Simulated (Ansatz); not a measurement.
# A convergence test on NaF (Villiaumite): wavefunction cutoff

Aim: see how gap, energy and time of NaF (Villiaumite) follow the wavefunction cutoff.

Calculated with Ansatz 0.2.0; DFT, PBE, plane waves, PAW; PAW set soft_1.

The database entry behind the starting cell differs from later determinations by our own check (0.1 to 0.3 % short, probably kX units), so it need not match the best structure at ambient conditions.

### Step 1. The structure

It takes space group Fm-3m (No. 225, cubic). The conventional cell has a = 4.620 Å, b = 4.620 Å, c = 4.620 Å, α = 90.00°, β = 90.00°, γ = 90.00°. Nearest to Na lie 6 F at 2.31 Å. F has 6 Na at 2.31 Å nearest. Farther neighbours and most contacts between anions are not listed.

Structure file:

```cif
data_structure
_symmetry_space_group_name_H-M 'Fm-3m'
_symmetry_Int_Tables_number 225
_cell_length_a 4.6200
_cell_length_b 4.6200
_cell_length_c 4.6200
_cell_angle_alpha 90.000
_cell_angle_beta 90.000
_cell_angle_gamma 90.000
_cell_volume 98.61
loop_
_atom_site_label
_atom_site_type_symbol
_atom_site_symmetry_multiplicity
_atom_site_Wyckoff_symbol
_atom_site_fract_x
_atom_site_fract_y
_atom_site_fract_z
_atom_site_occupancy
Na1 Na 4 a 0.00000 0.00000 0.00000 1
F1 F 4 b 0.50000 0.00000 0.00000 1
```

The cell and positions come from the Crystallography Open Database and are kept as given unless a step says otherwise.

### Step 2. Wavefunction cutoff: 190 eV

Contents of input.yaml:

```yaml
crystal:
  lattice:
    - [0.0, 2.31, 2.31]
    - [2.31, 0.0, 2.31]
    - [2.31, 2.31, 0.0]
  atoms:
    - { symbol: Na, position: [0.0, 0.0, 0.0] }
    - { symbol: F, position: [0.5, 0.5, 0.5] }
kpoints:
  mp_grid: { grid: [8, 8, 8] }
  band_path:
    path:
      - [0.0, 0.0, 0.0]
      - [0.5, 0.0, 0.5]
      - [0.625, 0.25, 0.625]
      - [0.375, 0.375, 0.75]
      - [0.5, 0.5, 0.5]
      - [0.5, 0.25, 0.75]
    npoints: 1
hamiltonian:
  xc: pbe
  pseudopotentials: { kind: paw, azcp: { folder: soft_1 } }
scf:
  occupations: { method: fermi_dirac, width: 0.02 }
  n_extra_bands: 4
  max_iter: 80
output:
  eigenvalues: true
basis:
  ecutwfc: 190.0
```

Started as:

```
ansatz run input.yaml --threads 24 --pin off --max-ram 82944MiB --backend cuda --events-out ev --progress --plain --runs-dir out --devices 1 --max-vram 78GiB
```

Numbers of over 12 decimals in the logs are rounded to 6 here.

The log of the run:

```text
Warning: basis.ecutwfc = 190 eV is below the records' recommended 420 eV, and the density's cutoff is lower with it unless basis.ecutrho_ratio is high enough to keep the records' density cutoff: compare with a run at a higher cutoff
Warning: basis.ecutrho_ratio 4 (ecutrho = 760 eV, dense FFT grid 15×15×15): the grid does not resolve the core-correction charge of F (measure 0.25 e/Å^2.5); warned from 0.08. The energy and each atom's force then go with where the atoms sit on the grid: [figures from the program's tests cut] If this deck is also warned that a cutoff or its ratio is below what is recommended, mend that before anything below. First try basis.xc_grid, which is 1 on this run (the dense grid itself), where it is not refused (2, then 3). Above 1 the core-correction charge is laid on the exchange–correlation grid, and this warning is never given, whether or not the level is enough: [rest of the remark cut]
scf.n_extra_bands = 4 over 8 filled bands (N_el = 16.0): the run solves 12 bands
GPUs: using 1 of 1 available (devices: 1).
Engine: ansatz 0.2.0, aarch64-unknown-linux-gnu
Pseudopotentials: kind: paw
Pseudopotential: Na, paw, valence charge 9, recommended cutoff 420 eV (normal), soft_1/Na.paw.azcp
Pseudopotential: F, paw, valence charge 7, recommended cutoff 420 eV (normal), soft_1/F.paw.azcp
Functional definition: PBE
  parameter kappa = 0.804
  parameter beta = 0.066725
  exchange = pbe_x(kappa = kappa, mu = beta*pi^2/3)
  correlation = pbe_c(beta = beta)
device memory: the entry about to start is reckoned to put 0.5 GiB on a device that reports 163.7 GiB free (of which the cap on the GPU budget leaves the run 78.0 GiB)
GPU FFT provider: cuFFT
GPU libraries: cuBLAS 13.8.1, cuFFT 12.4.0, cuSOLVER 12.3.2
GPU matrix products: emulated (plane waves: as basis.precision tells), large ones in fixed point in workspaces of 1.00 GiB
Crystal: 2 atoms, lattice volume = 24.653 Å³
Basis set: ecut = 190 eV, 137 PW (Γ)
Bands: 12, of which v1, the nominal top of the filled ones, is band 8 counted from 1 (7 counted from 0)
Symmetry: 48 space group operations
Space group: Fm-3m (ITA 225), of the structure as read, at distance tolerance 2.9e-5 Å
k-points: 29 of 512
Non-local potential: Na, projectors of the file, l = 0: 3, l = 1: 2, l = 2: 1
Non-local potential: F, projectors of the file, l = 0: 2, l = 1: 2, l = 2: 1
PAW form: soft (Blöchl's): semilocal exchange-correlation on the pseudo side does not see the compensation charge
PAW one-centre angular grid: Na, 110 points (default); XC on 64 Gauss nodes
PAW one-centre angular grid: F, 110 points (default); XC on 64 Gauss nodes
Initial density: superposition of atomic densities (chi_scale 0.1, normalization cell, long waves kept (reshape's long-wave potential 0.00 eV rms))
Initial wavefunctions: pseudopotential atomic-orbital guess
GPU buffer pool allocated for 3375 grid points (all kernels)
GPU transforms: local potential and band sums: pruned to the plane-wave sphere, on 15×15×15
Functional: x = pbe(κ = 0.804, μ = 0.219515), c = pbe(β = 0.066725)
SCF iter   1: F=—  HF=-2289.071950 eV  |F-HF|=—  |Δ(HF+E_count)|=         —  Δρ=3.31e-1  dr2=1.55e1  ethr=3.10e-3  ⟨swp⟩=5.0  Hψ=1781  notcnv=0
preconditioner: auto → none  [insulator: Δε(μ)=1.490 eV  Ē_g=17.307 eV  σ=0.020 eV  W_gap=1.00  n_scr=8 (ndim 8)  ℏωp=21.2 eV  f_vac=0.009  D(μ)=0.00/eV (n_scr^D=0)  ε∞_Penn≈2.5]
SCF iter   2: F=—  HF=-2284.919200 eV  |F-HF|=—  |Δ(HF+E_count)|=    4.15e0  Δρ=1.29e-1  dr2=2.38e0  ethr=3.10e-3  ⟨swp⟩=2.1  Hψ=900  notcnv=0
SCF iter   3: F=—  HF=-2284.100873 eV  |F-HF|=—  |Δ(HF+E_count)|=   8.18e-1  Δρ=1.10e-2  dr2=3.38e-2  ethr=3.10e-3  ⟨swp⟩=2.0  Hψ=899  notcnv=0
SCF iter   4: F=—  HF=-2284.097047 eV  |F-HF|=—  |Δ(HF+E_count)|=   3.83e-3  Δρ=2.15e-3  dr2=4.57e-4  ethr=2.12e-4  ⟨swp⟩=2.0  Hψ=545  notcnv=0
SCF iter   5: F=—  HF=-2284.097094 eV  |F-HF|=—  |Δ(HF+E_count)|=   4.69e-5  Δρ=2.77e-4  dr2=1.59e-5  ethr=2.86e-6  ⟨swp⟩=3.0  Hψ=693  notcnv=0
SCF iter   6: F=—  HF=-2284.097119 eV  |F-HF|=—  |Δ(HF+E_count)|=   2.48e-5  Δρ=8.99e-5  dr2=1.97e-6  ethr=9.92e-8  ⟨swp⟩=2.4  Hψ=508  notcnv=0
SCF iter   7: F=-2284.097119 eV  HF=-2284.097119 eV  |F-HF|=5.79e-10  |Δ(HF+E_count)|=   3.39e-7  Δρ=2.18e-6  dr2=1.08e-9  ethr=6.25e-10  ⟨swp⟩=1.0  Hψ=878  notcnv=0
SCF 1 converged in 7 iterations: F = -2284.097119 eV  dr2 = 1.08e-9
[...]
device memory: the entry about to start is reckoned to put 1.1 GiB on a device that reports 163.7 GiB free (of which the cap on the GPU budget leaves the run 78.0 GiB)
NSCF: frozen V_eff on 6 k-points
SCF converged after 7 iterations
Free energy (F): -2284.097119 eV
Harris-Foulkes:  -2284.097119 eV  (|F-HF|=5.79e-10)
Internal energy: -2284.097119 eV  (E = F + TS)
E sigma→0 (E₀):  -2284.097119 eV
Fermi energy:    4.182773 eV
--- Per-component energies (eV) ---
  E_band       = -245.427016
  E_kinetic    = 350.953762
  E_local      = -1814.639606  (includes V_loc(G=0)·N_el)
  E_nonlocal   = 329.256396
  E_hartree    = 606.676562
  E_xc         = -125.485631
  E_vxc        = -161.198813  (∫ρ·V_xc dr)
  E_paw        = -488.070098  (= ΣΔE_a)
  E_vpaw       = -163.199334  (= ΣTr[D̂ρ^β])
  E_aug_tail   = 0.048420  (compensation charges beyond the density's cutoff)
  E_ewald      = -1142.836923
  E_smearing   = -0.000000  (= −TS)
  E_closure    = 0.000000  (closes the sum)
  Σ components = -2284.097119   (vs F -2284.097119, Δ=0.00e0)
--- Band table (eV; the first three rows and the last of 29) ---
  k-point 0: bands = [... 4 lower, -18.5149, 1.3170, 1.3170, 1.3170, 7.0266, 20.0777, 20.0777, 20.0777]
  k-point 1: bands = [... 4 lower, -18.6649, 0.2545, 0.4078, 0.4078, 7.5475, 18.2916, 20.3045, 20.3045]
  k-point 2: bands = [... 4 lower, -18.4468, -0.0369, 0.3220, 0.3220, 8.9142, 16.1584, 20.8287, 20.8287]
  k-point 28: bands = [... 4 lower, -18.5620, 0.0712, 0.0909, 0.0909, 14.3215, 14.3215, 16.2150, 17.7575]
```

The job ended after 1.2 s (1 × NVIDIA GB200 (shared by 2 runs) with 24 threads of Arm Neoverse V2, shared host; peak memory 0.97 GiB).

In the SCF lines HF is the Harris–Foulkes energy and dr2 the Hartree energy of the density residual, in eV; the loop may stop once dr2 is under the threshold and the program's other checks hold. Hψ counts applications of the Hamiltonian.

Numbers from this step:

| Property | Result |
| --- | --- |
| gap | 5.710 eV |
| valence top at | Γ |
| conduction bottom at | Γ |
| least direct gap | 5.710 eV |

The gap is direct, at Γ.

### Step 3. Wavefunction cutoff: 290 eV

Changes to input.yaml since step 2:

```diff
@@ -23,3 +23,3 @@
 scf:
-  occupations: { method: fermi_dirac, width: 0.02 }
+  occupations: { method: fixed }
   n_extra_bands: 4
@@ -29,2 +29,2 @@
 basis:
-  ecutwfc: 190.0
+  ecutwfc: 290.0
```

The log of the run:

```text
[...]
GPUs: using 1 of 1 available (devices: 1).
[...]
GPU FFT provider: cuFFT
GPU libraries: cuBLAS 13.8.1, cuFFT 12.4.0, cuSOLVER 12.3.2
[...]
Crystal: 2 atoms, lattice volume = 24.653 Å³
Basis set: ecut = 290 eV, 283 PW (Γ)
Bands: 12, of which v1, the nominal top of the filled ones, is band 8 counted from 1 (7 counted from 0)
[... 1 set-up line as in the run before ...]
[...]
Fermi energy:    0.940141 eV
[...]
--- Band table (eV; the first three rows and the last of 29) ---
  k-point 0: bands = [... 4 lower, -17.9788, 0.9401, 0.9401, 0.9401, 7.3378, 20.0724, 20.0724, 20.0724]
  k-point 1: bands = [... 4 lower, -17.7829, 0.6529, 0.9119, 0.9119, 7.8844, 18.3273, 20.3104, 20.3104]
  k-point 2: bands = [... 4 lower, -17.5165, 0.0588, 0.8181, 0.8181, 9.2096, 16.2216, 20.8347, 20.8347]
  k-point 28: bands = [... 4 lower, -17.5516, 0.1111, 0.1111, 0.3972, 14.2952, 14.2952, 16.3116, 17.9560]
[key lines of the parts left out:]
SCF converged after 8 iterations
Free energy (F): -2296.799796 eV
```

Run time: 1.1 s. Hardware: 1 × NVIDIA GB200 (shared by 2 runs) with 24 threads; peak memory 0.98 GiB; 1.6 s of CPU time.

Numbers from this step:

```
gap                  : 6.398 eV
valence top at       : Γ
conduction bottom at : Γ
least direct gap     : 6.398 eV
```

The gap is 6.398 eV, +0.688 eV from the run before at this level.

### Step 4. Wavefunction cutoff: 420 eV (the default)

input.yaml, the sections that differ from step 3:

```yaml
kpoints:
  mp_grid: { grid: [8, 8, 8] }
  band_path:
    path:
      - [[0.0, 0.0, 0.0], [0.5, 0.0, 0.5], [0.625, 0.25, 0.625]]
      - [[0.375, 0.375, 0.75], [0.0, 0.0, 0.0], [0.5, 0.5, 0.5], [0.5, 0.25, 0.75], [0.5, 0.0, 0.5]]
    npoints: 10
scf:
  occupations: { method: fermi_dirac, width: 0.02 }
  n_extra_bands: 4
# crystal, hamiltonian, output: as in step 3
# basis: removed
```

The log of the run:

```text
[...]
GPUs: using 1 of 1 available (devices: 1).
[...]
GPU FFT provider: cuFFT
GPU libraries: cuBLAS 13.8.1, cuFFT 12.4.0, cuSOLVER 12.3.2
[...]
Crystal: 2 atoms, lattice volume = 24.653 Å³
Basis set: ecut = 420 eV, 531 PW (Γ)
Bands: 12, of which v1, the nominal top of the filled ones, is band 8 counted from 1 (7 counted from 0)
[... 1 set-up line as in the run before ...]
[...]
Fermi energy:    4.184667 eV
[...]
--- Band table (eV; the first three rows and the last of 29) ---
  k-point 0: bands = [... 4 lower, -17.9345, 0.9840, 0.9840, 0.9840, 7.3492, 20.0309, 20.0309, 20.0309]
  k-point 1: bands = [... 4 lower, -17.7164, 0.6871, 0.9459, 0.9459, 7.8977, 18.2967, 20.2723, 20.2723]
  k-point 2: bands = [... 4 lower, -17.4387, 0.0820, 0.8541, 0.8541, 9.2215, 16.2072, 20.8054, 20.8054]
  k-point 28: bands = [... 4 lower, -17.4756, 0.1040, 0.1040, 0.4073, 14.2734, 14.2734, 16.3101, 17.9638]
[key lines of the parts left out:]
SCF converged after 7 iterations
Free energy (F): -2297.425085 eV
```

Run time: 1.2 s. Hardware: 1 × NVIDIA GB200 (shared by 2 runs) with 24 threads; peak memory 0.97 GiB.

Numbers from this step:

```yaml
gap: 6.365 eV
valence_top_at: Γ
conduction_bottom_at: Γ
least_direct_gap: 6.365 eV
```

The gap is 6.365 eV, −0.032 eV from the run before at this level.

### Step 5. Wavefunction cutoff: 630 eV

input.yaml, the sections that differ from step 4:

```yaml
kpoints:
  mp_grid: { grid: [8, 8, 8] }
  band_path:
    path:
      - [0.0, 0.0, 0.0]
      - [0.5, 0.0, 0.5]
      - [0.625, 0.25, 0.625]
      - [0.375, 0.375, 0.75]
      - [0.5, 0.5, 0.5]
      - [0.5, 0.25, 0.75]
    npoints: 1
scf:
  occupations: { method: fixed }
  n_extra_bands: 4
  max_iter: 80
basis:
  ecutwfc: 630.0
# crystal, hamiltonian, output: as in step 4
```

The log of the run:

```text
[...]
GPUs: using 1 of 1 available (devices: 1).
[...]
GPU FFT provider: cuFFT
GPU libraries: cuBLAS 13.8.1, cuFFT 12.4.0, cuSOLVER 12.3.2
[...]
Crystal: 2 atoms, lattice volume = 24.653 Å³
Basis set: ecut = 630 eV, 893 PW (Γ)
Bands: 12, of which v1, the nominal top of the filled ones, is band 8 counted from 1 (7 counted from 0)
[... 1 set-up line as in the run before ...]
[...]
Fermi energy:    0.984533 eV
[...]
--- Band table (eV; the first three rows and the last of 29) ---
  k-point 0: bands = [... 4 lower, -17.9347, 0.9845, 0.9845, 0.9845, 7.3496, 20.0298, 20.0298, 20.0298]
  k-point 1: bands = [... 4 lower, -17.7162, 0.6874, 0.9460, 0.9460, 7.8979, 18.2968, 20.2706, 20.2706]
  k-point 2: bands = [... 4 lower, -17.4385, 0.0821, 0.8542, 0.8542, 9.2217, 16.2077, 20.8037, 20.8037]
  k-point 28: bands = [... 4 lower, -17.4753, 0.1043, 0.1043, 0.4075, 14.2743, 14.2743, 16.3097, 17.9620]
[key lines of the parts left out:]
SCF converged after 8 iterations
Free energy (F): -2297.428374 eV
```

Elapsed: 1.1 s, on 1 × NVIDIA GB200 (shared by 2 runs) with 24 threads; peak memory 0.97 GiB.

This step gave:

```
gap                  : 6.365 eV
valence top at       : Γ
conduction bottom at : Γ
least direct gap     : 6.365 eV
```

The gap is 6.365 eV, as in the run before at this level.

### Step 6. The series

Differences are against the last row; a negative gap means that bands overlap, and a run with a band path holds that path's time. Times are wall times on 1 × NVIDIA GB200 (shared by 2 runs) with 24 threads of Arm Neoverse V2, shared host, good to a factor of about two.

```
wavefunction cutoff  gap (eV)  direct gap (eV)  gap error (eV)  energy error (meV/atom)  irreducible k   time
             190 eV     5.710            5.710          −0.655                  +6665.6             29  1.2 s
             290 eV     6.398            6.398          +0.033                   +314.3             29  1.1 s
             420 eV     6.365            6.365         +0.0002                     +1.6             29  1.2 s
             630 eV     6.365            6.365          +0.000                     +0.0             29  1.1 s
```

### Step 7. What came out

* 190 eV: 5.710 eV
* 290 eV: 6.398 eV
* 420 eV: 6.365 eV
* 630 eV: 6.365 eV

**Reading.** The gap holds to 0.02 eV from 420 eV on. At 190 eV the gap is off by −0.655 eV and the energy by +6666 meV/atom.

[Paths, hosts, dates, memory and timing lines, banners, echoed tables and standing remarks are left out of the program output.]

[Logs are printed without paths, hosts, clocks, repeated set-up lines and the standing remarks that a program may print on its own settings, such as how far it seeks lower states.]

[Runs of the session that timed out or met a known fault of the program may be left out.]

[Cells called generated may have been cut or substituted from an entry of the Crystallography Open Database or the Materials Project.]

[Hosts, paths, dates, database ids (printed as entryN), source tags and the programs' standing remarks are cut or masked in the printed files.]
